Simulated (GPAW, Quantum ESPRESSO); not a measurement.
**Core-hole calculation of the Ti L₃ edge in TiNCl (Pmmn)**

What does one-electron theory with a core hole give for the Ti L₃ edge of TiNCl (Pmmn)?

Main program and level: GPAW 26.7.0; X-ray absorption from dipole matrix elements to empty bands, plane-wave PAW LDA.

### Step 1. Set-up

The structure is orthorhombic, space group Pmmn (No. 59). Conventional cell: a = 3.258 Å, b = 3.937 Å, c = 7.803 Å, α = 90.00°, β = 90.00°, γ = 90.00°. Nearest to Ti lie 4 N at 2.01 Å and 2 Cl at 2.42 Å. Cl has 2 Ti at 2.42 Å nearest. Nearest to N lie 4 Ti at 2.01 Å. Farther neighbours and most contacts between anions are not listed.

Structure file:

```xyz
6
Lattice="3.2580 0.0000 0.0000 0.0000 3.9370 0.0000 0.0000 0.0000 7.8030" Properties=species:S:1:pos:R:3 pbc="T T T"
Ti    1.6290    0.0000    7.0227
Ti    0.0000    1.9685    0.7803
Cl    0.0000    0.0000    5.2280
Cl    1.6290    1.9685    2.5750
N     0.0000    0.0000    0.3901
N     1.6290    1.9685    7.4128
```

### Step 2. Ground state of the crystal

The ground state comes first: it tells whether the system has a gap, which decides how the excited electron is treated.

The input, scf.py:

```python
import numpy as np
from ase import Atoms
from ase.parallel import parprint, paropen
from gpaw import GPAW, PW, FermiDirac, Mixer, MixerDif, setup_paths
from gpaw.test import gen
setup_paths.insert(0, '.')
gen('Ti', name='nch2p', xcname='LDA', corehole=(2, 1, 0), write_xml=True)
from gpaw.mpi import world
world.barrier()

atoms = Atoms('Ti2Cl2N2',
    cell=[[3.258, 0, 0],
     [0, 3.937, 0],
     [0, 0, 7.803]],
    scaled_positions=[[0.5, 0, 0.9],
     [0, 0.5, 0.1],
     [0, 0, 0.67],
     [0.5, 0.5, 0.33],
     [0, 0, 0.05],
     [0.5, 0.5, 0.95]],
    pbc=True)
atoms.calc = calc = GPAW(legacy_gpaw=True, mode=PW(500, force_complex_dtype=True), xc='LDA', setups={0: 'nch2p'},
    kpts={'size': (8, 6, 3), 'gamma': True}, occupations=FermiDirac(0.05),
    charge=0, mixer=Mixer(0.1, 5, 50), maxiter=150,
    convergence={'density': 0.0001, 'eigenstates': 1e-6}, txt='scf.txt')
energy = atoms.get_potential_energy() + calc.get_reference_energy()
ef = calc.get_fermi_level()
out = dict(energy=energy, fermi=ef, forces=atoms.get_forces().tolist())
parprint(f'all-electron energy {energy:.4f} eV, Fermi level {ef:.4f} eV')
ev = np.array([[calc.get_eigenvalues(k, s) for k in range(len(calc.get_ibz_k_points()))] for s in range(calc.get_number_of_spins())])
out['homo'], out['lumo'], out['counts'] = ev[ev < ef].max(), ev[ev > ef].min(), sorted(set((ev < ef).sum((0, 2)).tolist()))
out['filled'] = (ev[:, 0] < ef).sum(1).tolist()
import json
with paropen('out.json', 'w') as f:
    json.dump(out, f)
```

Run with:

```
$ OMP_NUM_THREADS=1 mpirun -n 4 gpaw python scf.py
```

Numbers of over 12 decimals in the logs are rounded to 6 here.

The log of the run:

```text
Input parameters:
  convergence: {density: 0.0001,
                eigenstates: 1e-06}
  kpts: {gamma: True,
         size: (8, 6, 3)}
  maxiter: 150
  mixer: {backend: pulay,
          beta: 0.1,
          method: separate,
          nmaxold: 5,
          weight: 50}
  mode: {ecut: 500.0,
         force_complex_dtype: True,
         name: pw}
  occupations: {fixmagmom: False,
                name: fermi-dirac,
                width: 0.05}
  setups: {0: nch2p}

Initialize ...

[... PAW data sets ...]

Reference energy: -74327.906266  # eV

Spin-paired calculation

[... convergence settings ...]
Symmetries present (total): 4
  [... symmetry matrices ...]

144 k-points: 8 x 6 x 3 Monkhorst-Pack grid + [1/16,1/12,0.000000]
40 k-points in the irreducible part of the Brillouin zone
       k-points in crystal coordinates                weights
   0:     0.00000000    0.00000000    0.00000000          1/144
   1:     0.00000000    0.00000000    0.33333333          2/144
   2:     0.00000000    0.16666667    0.00000000          2/144
   3:     0.00000000    0.16666667    0.33333333          4/144
   4:     0.00000000    0.33333333    0.00000000          2/144
   5:     0.00000000    0.33333333    0.33333333          4/144
   6:     0.00000000    0.50000000    0.00000000          1/144
   7:     0.00000000    0.50000000    0.33333333          2/144
   8:     0.12500000    0.00000000    0.00000000          2/144
   9:     0.12500000    0.00000000    0.33333333          4/144
          ...
  39:     0.50000000    0.50000000    0.33333333          2/144

Wave functions: Plane wave expansion
  Cutoff energy: 500.000 eV
  Number of coefficients (min, max): 2518, 2562
  Pulay-stress correction: 0.000000 eV/Ang^3 (de/decut=0.000000)
  Using FFTW library
  Wavefunction extrapolation:
    Improved wavefunction reuse through dual PAW basis

Occupation numbers: Fermi-Dirac:
  width: 0.0500  # eV

Eigensolver
   Davidson(niter=2)

Densities:
  Coarse grid: 18*21*42 grid
  Fine grid: 36*42*84 grid
  Total Charge: 0.000000

Density mixing:
  Method: separate
  Backend: pulay
  Linear mixing parameter: 0.1
  old densities: 5
  Width of damping distribution: 1.1
  Damping of long wavelength oscillations: 50

[... Hamiltonian set-up ...]
Number of atoms: 6
Number of atomic orbitals: 42
Number of bands in calculation: 33
Number of valence electrons: 48
Bands to converge: occupied

... initialized

Initializing position-dependent things.

Density initialized from atomic densities
Creating initial wave functions:
  33 bands from LCAO basis set

Positions:
   0 Ti     1.629000    0.000000    7.022700    ( 0.0000,  0.0000,  0.0000)
   1 Ti     0.000000    1.968500    0.780300    ( 0.0000,  0.0000,  0.0000)
   2 Cl     0.000000    0.000000    5.228010    ( 0.0000,  0.0000,  0.0000)
   3 Cl     1.629000    1.968500    2.574990    ( 0.0000,  0.0000,  0.0000)
   4 N      0.000000    0.000000    0.390150    ( 0.0000,  0.0000,  0.0000)
   5 N      1.629000    1.968500    7.412850    ( 0.0000,  0.0000,  0.0000)

Unit cell:
           periodic     x           y           z      points  spacing
  1. axis:    yes    3.258000    0.000000    0.000000    18     0.1810
  2. axis:    yes    0.000000    3.937000    0.000000    21     0.1875
  3. axis:    yes    0.000000    0.000000    7.803000    42     0.1858

  Lengths:   3.258000   3.937000   7.803000
  Angles:   90.000000  90.000000  90.000000

Effective grid spacing dv^(1/3) = 0.1847

iter:   1   -53.011098
iter:   2   -48.792704   -0.77  -0.97
iter:   3   -46.501376   -0.22  -1.10
iter:   4   -46.604800   -1.51  -1.47
iter:   5   -46.456752   -1.96  -1.41
iter:   6   -46.378374   -1.28  -1.68
iter:   7   -46.341276   -2.27  -2.04
iter:   8   -46.327613   -2.55  -2.23
iter:   9   -46.327372c  -3.11  -2.70
iter:  10   -46.326980c  -4.00  -2.95
iter:  11   -46.326954c  -4.57  -3.10
iter:  12   -46.326920c  -4.99  -3.27
iter:  13   -46.326903c  -5.20  -3.36
iter:  14   -46.326887c  -5.98  -3.58
iter:  15   -46.326881c  -5.71  -3.68
iter:  16   -46.326880c  -6.95c -4.26c

Converged after 16 iterations.

Dipole moment: (-0.000000, -0.000000, 0.000084) |e|*Ang

Energy contributions relative to reference atoms: (reference = -74327.906266)

Kinetic:        +32.001337
Potential:      -37.477272
External:        +0.000000
XC:             -40.837701
Entropy (-ST):   -0.000152
Local:           -0.013168
SIC:             +0.000000
--------------------------
Free energy:    -46.326956
Extrapolated:   -46.326880

Showing only first 2 kpts
 Kpt  Band  Eigenvalues  Occupancy
  0    22      3.33556    2.00000
  0    23      4.19161    1.98814
  0    24      4.70337    0.01196
  0    25      5.80728    0.00000

  1    22      3.24737    2.00000
  1    23      4.19218    1.98801
  1    24      4.70347    0.01194
  1    25      5.79921    0.00000

Fermi level: 4.44771

Gap: 0.511 eV
Transition (v -> c):
  (s=0, k=1, n=23, [0.00, 0.00, 0.33]) -> (s=0, k=0, n=24, [0.00, 0.00, 0.00])
Direct/indirect transitions are different
Direct gap: 0.511 eV
Transition at: (s=0, k=1, n=23, [0.00, 0.00, 0.33])

Forces in eV/Ang:
  0 Ti    0.00000    0.00000    0.68253
  1 Ti    0.00000    0.00000   -0.68208
  2 Cl    0.00000    0.00000   -0.00577
  3 Cl    0.00000    0.00000    0.00496
  4 N     0.00000    0.00000   -0.26562
  5 N     0.00000    0.00000    0.26598
Scalar-relativistic atomic LDA calculation for Ti (Titanium, Z=22)
Core hole in 2p state (2p occupation: 6.0)
600 radial gridpoints.
|------------------------------------------------|
|------------------------------------------------|
[... the atom generator's iteration count ...]

Energy contributions:
-------------------------
Kinetic:     +858.169401
XC:           -40.035523
Potential:  -1669.760805
-------------------------
Total:       -851.626927

state      eigenvalue         ekin         rmax
-----------------------------------------------
1s^2.0 :  -178.412898   235.142209        0.046
2s^2.0 :   -19.674824    40.676506        0.270
2p^6.0 :   -16.315972    39.591103        0.219
3s^2.0 :    -2.287902     8.427789        0.869
3p^6.0 :    -1.425558     7.161594        0.900
3d^2.0 :    -0.164024     3.704740        0.977
4s^2.0 :    -0.168799     0.875365        2.882
4p^0.0 :    -0.056429     0.465286        3.811
-----------------------------------------------
(units: Bohr and Hartree)

Generating PAW setup
Kinetic energy of the core from tauc = 793.509929
Cutoffs:
rc(s)=2.400
rc(p)=2.000
rc(d)=2.000
rc(vbar)=1.800
rc(comp)=2.300
rc(nct)=2.400

Kinetic energy of the core states: 789.184048
Charge: 0.0
Core electrons: 10.0
Valence electrons: 12.0
Pseudo-core charge: 0.000001
Shape function alpha=1.890
Pseudo-electron charge 6.382666
state    eigenvalue         norm
--------------------------------
3s(2) :    -2.287902     0.302066
4s(2) :    -0.168799     0.990650
3p(6) :    -1.425558     0.436626
4p(0) :    -0.056429     0.981035
3d(2) :    -0.164024     0.588737
*d    :     0.835976
--------------------------------

Diagonalizing with gridspacing h=0.050

state   all-electron     PAW
-------------------------------
3s:      -2.287902    -2.288205
3p:      -1.425558    -1.426242
3d:      -0.164024    -0.164519
*f:                    0.065395
-------------------------------
all-electron energy -74374.2331 eV, Fermi level 4.4477 eV
```

Wall time 23 s (4 MPI ranks of Arm Neoverse V1, shared host); peak memory 0.23 GiB.

The mesh shows a gap of 0.51 eV, so the hole is first treated in a charged cell, without the excited electron.

### Step 3. Spectrum without a core hole, Ti atom 1

This cheap baseline ignores the attraction of the hole: it shows the absorber's empty states as they are in the ground state. The data set with a hole of occupation 0 only carries the core orbital.

The absorber has 4 N at 2.01 Å and 2 Cl at 2.42 Å (distorted octahedral, site symmetry mm2).

The input, xas.py:

```python
import numpy as np
from ase import Atoms
from ase.parallel import parprint, paropen
from gpaw import GPAW, PW, FermiDirac, Mixer, MixerDif, setup_paths
from gpaw.test import gen
setup_paths.insert(0, '.')
gen('Ti', name='nch2p', xcname='LDA', corehole=(2, 1, 0), write_xml=True)
from gpaw.mpi import world
world.barrier()

atoms = Atoms('Ti2Cl2N2',
    cell=[[3.258, 0, 0],
     [0, 3.937, 0],
     [0, 0, 7.803]],
    scaled_positions=[[0.5, 0, 0.9],
     [0, 0.5, 0.1],
     [0, 0, 0.67],
     [0.5, 0.5, 0.33],
     [0, 0, 0.05],
     [0.5, 0.5, 0.95]],
    pbc=True)
atoms.calc = calc = GPAW(legacy_gpaw=True, mode=PW(500, force_complex_dtype=True), xc='LDA', setups={0: 'nch2p'},
    kpts={'size': (8, 6, 3), 'gamma': True}, occupations=FermiDirac(0.02),
    charge=0, mixer=Mixer(0.1, 5, 50), maxiter=150,
    convergence={'density': 0.0001, 'eigenstates': 1e-6}, txt='scf.txt')
energy = atoms.get_potential_energy() + calc.get_reference_energy()
ef = calc.get_fermi_level()
out = dict(energy=energy, fermi=ef, forces=atoms.get_forces().tolist())
parprint(f'all-electron energy {energy:.4f} eV, Fermi level {ef:.4f} eV')
ev = np.array([[calc.get_eigenvalues(k, s) for k in range(len(calc.get_ibz_k_points()))] for s in range(calc.get_number_of_spins())])
out['homo'], out['lumo'], out['counts'] = ev[ev < ef].max(), ev[ev > ef].min(), sorted(set((ev < ef).sum((0, 2)).tolist()))
out['filled'] = (ev[:, 0] < ef).sum(1).tolist()

from ase.units import Ha
from gpaw.xas import dipole_matrix_elements
nb = int(calc.get_number_of_electrons() / 2) + 73
top, nb = nb, nb + 8 + nb // 12
nscf = calc.fixed_density(kpts={'size': (7, 6, 3), 'gamma': True}, nbands=nb,
    convergence={'bands': top, 'eigenstates': 5e-3}, maxiter=60, txt='nscf.txt')
cell = atoms.cell.array
ops = [cell.T @ U.T @ np.linalg.inv(cell.T) for U in nscf.wfs.kd.symmetry.op_scc]
filled = [24]  # bands filled in the ground state, by spin
E = np.arange(-25, 34, 0.1)
fwhm = np.interp(E, [4, 25], [0.9, 3.5])
Y, X, zero, highest = 0, 0, 1e9, 1e9
for spin in range(nscf.get_number_of_spins()):
    wfs = nscf.wfs
    mine = wfs.bd.get_slice()  # this rank's bands
    A = dipole_matrix_elements(wfs.setups[0])
    eps = np.zeros((wfs.kd.nibzkpts, nb))
    d = np.zeros((3, A.shape[1], wfs.kd.nibzkpts, nb), complex)
    for kpt in wfs.kpt_u:
        if kpt.s == spin and 0 in kpt.P_ani:
            eps[kpt.k, mine] = kpt.eps_n * Ha
            d[:, :, kpt.k, mine] = (kpt.weight * wfs.nspins / 2) ** 0.5 * np.inner(A, kpt.P_ani[0])
    world.sum(eps)
    world.sum(d)
    T = np.einsum('amkn,bmkn->abkn', d, d.conj()).real
    T = sum(np.einsum('ai,ijkn,bj->abkn', R, T, R) for R in ops) / len(ops)
    empty = np.ones_like(eps, bool) & (np.arange(nb) >= filled[spin])
    zero, highest = min(zero, eps[empty].min()), min(highest, eps[:, top - 1].min())
    lines = [(eps, T, empty)] if spin == 0 else lines + [(eps, T, empty)]
for eps, T, empty in lines:
    f = np.einsum('aakn->akn', T).reshape(3, -1)
    x = eps.ravel() - zero
    w = np.interp(x, E, fwhm) / 2.35482
    g = np.exp(-0.5 * ((E[:, None] - x) / w) ** 2) / (w * (2 * np.pi) ** 0.5)
    Y = Y + (f * empty.ravel()) @ g.T
    X = X + (f * ~empty.ravel()) @ g.T
out.update(E=E.round(2).tolist(), xas=Y.tolist(), xes=X.tolist(), zero=zero, valid=highest - zero, nk=len(eps), nb=nb)
for i in range(0, len(E), 10):
    parprint(f'{E[i]:7.2f}', *(f'{v:10.3e}' for v in Y[:, i]))
import json
with paropen('out.json', 'w') as f:
    json.dump(out, f)
```

Run with:

```
$ OMP_NUM_THREADS=1 mpirun -n 4 gpaw python xas.py
```

The log of the run:

```text
Input parameters:
  convergence: {density: 0.0001,
                eigenstates: 1e-06}
  kpts: {gamma: True,
         size: (8, 6, 3)}
  maxiter: 150
  mixer: {backend: pulay,
          beta: 0.1,
          method: separate,
          nmaxold: 5,
          weight: 50}
  mode: {ecut: 500.0,
         force_complex_dtype: True,
         name: pw}
  occupations: {fixmagmom: False,
                name: fermi-dirac,
[...]
*d    :     0.835976
--------------------------------

Diagonalizing with gridspacing h=0.050

state   all-electron     PAW
-------------------------------
3s:      -2.287902    -2.288205
3p:      -1.425558    -1.426242
3d:      -0.164024    -0.164519
*f:                    0.065395
-------------------------------
all-electron energy -74374.2332 eV, Fermi level 4.4478 eV
[...]
32.00  2.355e-04  2.187e-04  2.548e-04
  33.00  2.434e-04  2.435e-04  2.598e-04
[key lines of the parts left out:]
Converged after 16 iterations.
Dipole moment: (-0.000000, -0.000000, 0.000068) |e|*Ang
Free energy:    -46.326931
Fermi level: 4.44778
```

Elapsed: 50 s, on 4 MPI ranks; peak memory 0.33 GiB.

The Ti L₃ spectrum, Ti atom 1, no core hole (energy from the lowest empty level; intensity scaled to a mean of 1 over the first 20 eV; polarised curves are means over the symmetry-equivalent atoms):

```csv
E (eV),isotropic,ε ∥ x,ε ∥ y,ε ∥ z
-2.0,0.00,0.00,0.00,0.00
-1.4,0.00,0.00,0.00,0.00
-0.8,0.00,0.01,0.01,0.00
-0.2,0.08,0.10,0.11,0.03
0.4,0.92,0.76,0.97,1.04
1.0,4.13,3.35,3.61,5.43
1.6,6.18,6.23,5.82,6.51
2.2,3.57,3.75,4.13,2.82
2.8,1.36,1.42,1.36,1.31
3.4,2.19,2.97,0.92,2.68
4.0,3.12,3.72,2.35,3.27
4.6,2.40,2.21,3.23,1.78
5.2,1.62,1.20,2.95,0.71
5.8,0.80,0.55,1.55,0.29
6.4,0.19,0.15,0.31,0.11
7.0,0.15,0.14,0.15,0.15
7.6,0.23,0.21,0.24,0.23
8.2,0.30,0.29,0.32,0.28
8.8,0.32,0.32,0.33,0.33
9.4,0.33,0.31,0.29,0.39
10.0,0.33,0.31,0.27,0.42
10.6,0.35,0.35,0.26,0.44
11.2,0.39,0.44,0.26,0.46
11.8,0.42,0.50,0.26,0.49
12.4,0.41,0.48,0.26,0.48
13.0,0.36,0.40,0.24,0.45
13.6,0.31,0.31,0.21,0.42
14.2,0.28,0.26,0.19,0.38
14.8,0.25,0.23,0.18,0.35
15.4,0.24,0.22,0.19,0.31
16.0,0.25,0.22,0.23,0.29
16.6,0.27,0.24,0.28,0.28
17.2,0.29,0.26,0.31,0.29
17.8,0.30,0.27,0.33,0.29
18.4,0.30,0.28,0.33,0.28
19.0,0.30,0.30,0.34,0.28
19.6,0.31,0.31,0.34,0.27
20.2,0.32,0.33,0.35,0.27
20.8,0.32,0.33,0.36,0.28
21.4,0.32,0.33,0.35,0.28
22.0,0.32,0.33,0.35,0.28
22.6,0.31,0.32,0.33,0.29
23.2,0.30,0.32,0.31,0.29
23.8,0.29,0.31,0.29,0.29
24.4,0.29,0.30,0.27,0.28
25.0,0.28,0.29,0.27,0.28
25.6,0.28,0.29,0.27,0.28
26.2,0.28,0.28,0.27,0.28
26.8,0.28,0.28,0.28,0.29
27.4,0.28,0.28,0.28,0.29
28.0,0.28,0.27,0.28,0.29
28.6,0.28,0.27,0.27,0.30
29.2,0.28,0.27,0.26,0.30
29.8,0.27,0.27,0.25,0.30
30.4,0.28,0.27,0.25,0.31
31.0,0.28,0.28,0.25,0.31
31.6,0.29,0.29,0.26,0.31
```

Main maxima below 30 eV (height): 1.5 eV (6.21), 3.9 eV (3.13) and 12.0 eV (0.42). At an L edge the dipole rule selects empty d (and weakly s) states on the absorber, and the strong line at the onset measures the empty part of its d band. 2p–3d multiplets, which reshape such L edges, aren't in a one-electron spectrum.

The same matrix elements for filled bands give the Ti L₃ emission of Ti atom 1 (ground-state approximation; energy from the lowest empty level, largest value 1):

```csv
E (eV),emission
-24.00,0.00
-23.25,0.00
-22.50,0.00
-21.75,0.00
-21.00,0.00
-20.25,0.00
-19.50,0.00
-18.75,0.00
-18.00,0.00
-17.25,0.00
-16.50,0.00
-15.75,0.01
-15.00,0.02
-14.25,0.05
-13.50,0.07
-12.75,0.01
-12.00,0.00
-11.25,0.00
-10.50,0.00
-9.75,0.00
-9.00,0.00
-8.25,0.00
-7.50,0.00
-6.75,0.01
-6.00,0.20
-5.25,0.57
-4.50,0.99
-3.75,0.75
-3.00,0.54
-2.25,0.51
-1.50,0.25
-0.75,0.03
0.00,0.00
0.75,0.00
1.50,0.00
2.25,0.00
3.00,0.00
```

Emission maxima: -13.8 eV (0.08) and -4.4 eV (1.00).

### Step 4. Reference energy of the supercell

The photon energy needs a difference of total energies, so the cell and mesh of the coming hole run are first run without a hole.

scf.py, as its differences from that of step 2:

```diff
@@ -10,15 +10,33 @@
 
-atoms = Atoms('Ti2Cl2N2',
-    cell=[[3.258, 0, 0],
-     [0, 3.937, 0],
-     [0, 0, 7.803]],
-    scaled_positions=[[0.5, 0, 0.9],
-     [0, 0.5, 0.1],
-     [0, 0, 0.67],
-     [0.5, 0.5, 0.33],
-     [0, 0, 0.05],
-     [0.5, 0.5, 0.95]],
+atoms = Atoms('Ti8Cl8N8',
+    cell=[[-6.516, 3.937, 0],
+     [6.516, 3.937, 0],
+     [0, 3.937, -7.803]],
+    scaled_positions=[[0.325, 0.575, 0.1],
+     [0.825, 0.075, 0.1],
+     [0.075, 0.825, 0.1],
+     [0.575, 0.325, 0.1],
+     [0.3, 0.3, 0.9],
+     [0.8, 0.8, 0.9],
+     [0.05, 0.55, 0.9],
+     [0.55, 0.05, 0.9],
+     [0.335, 0.335, 0.33],
+     [0.835, 0.835, 0.33],
+     [0.085, 0.585, 0.33],
+     [0.585, 0.085, 0.33],
+     [0.29, 0.54, 0.67],
+     [0.79, 0.04, 0.67],
+     [0.04, 0.79, 0.67],
+     [0.54, 0.29, 0.67],
+     [0.025, 0.025, 0.95],
+     [0.525, 0.525, 0.95],
+     [0.775, 0.275, 0.95],
+     [0.275, 0.775, 0.95],
+     [0.6, 0.85, 0.05],
+     [0.1, 0.35, 0.05],
+     [0.35, 0.1, 0.05],
+     [0.85, 0.6, 0.05]],
     pbc=True)
 atoms.calc = calc = GPAW(legacy_gpaw=True, mode=PW(500, force_complex_dtype=True), xc='LDA', setups={0: 'nch2p'},
-    kpts={'size': (8, 6, 3), 'gamma': True}, occupations=FermiDirac(0.05),
+    kpts={'size': (3, 3, 3), 'gamma': True}, occupations=FermiDirac(0.02),
     charge=0, mixer=Mixer(0.1, 5, 50), maxiter=150,
```

Run with:

```
$ OMP_NUM_THREADS=1 mpirun -n 4 gpaw python scf.py
```

The log of the run:

```text
Input parameters:
  convergence: {density: 0.0001,
                eigenstates: 1e-06}
  kpts: {gamma: True,
         size: (3, 3, 3)}
  maxiter: 150
  mixer: {backend: pulay,
          beta: 0.1,
          method: separate,
          nmaxold: 5,
          weight: 50}
  mode: {ecut: 500.0,
         force_complex_dtype: True,
         name: pw}
  occupations: {fixmagmom: False,
                name: fermi-dirac,
[...]
warnings.warn(
<dir> UserWarning: Using symmetrized grid: (48,48,48).

  warnings.warn('Using symmetrized grid: ({},{},{}).\n'.format(*N_c))
<dir> UserWarning: Using symmetrized grid: (48,48,48).

  warnings.warn('Using symmetrized grid: ({},{},{}).\n'.format(*N_c))
<dir> UserWarning: Using symmetrized grid: (48,48,48).

  warnings.warn('Using symmetrized grid: ({},{},{}).\n'.format(*N_c))
all-electron energy -297496.9267 eV, Fermi level 4.4488 eV
[key lines of the parts left out:]
Converged after 18 iterations.
Dipole moment: (0.000000, -48.502496, 0.000000) |e|*Ang
Free energy:   -185.301571
Fermi level: 4.44881
```

The job ended after 3.2 min (4 MPI ranks; peak memory 0.45 GiB; 13 min of CPU time).

Reference energy: -297496.927 eV with the cores included.

(Continued in part 2 of 3.)

[Banner, clock and machine lines of the logs are left out without a mark of their own.]

[Logs are printed without paths, hosts, clocks, repeated set-up lines and the standing remarks that a program may print on its own settings, such as how far it seeks lower states.]

[Hosts, paths, dates, database ids (printed as entryN), source tags and the programs' standing remarks are cut or masked in the printed files.]

[Lists of maxima count a maximum above −3 eV only where it reaches 4 % of the highest in the window and stands out from its surroundings by 2 % of it (1.5 % where it reaches 55 %); shoulders and weaker maxima are passed over, and of the rest the first, up to two pre-edge ones and the few strongest are named.]
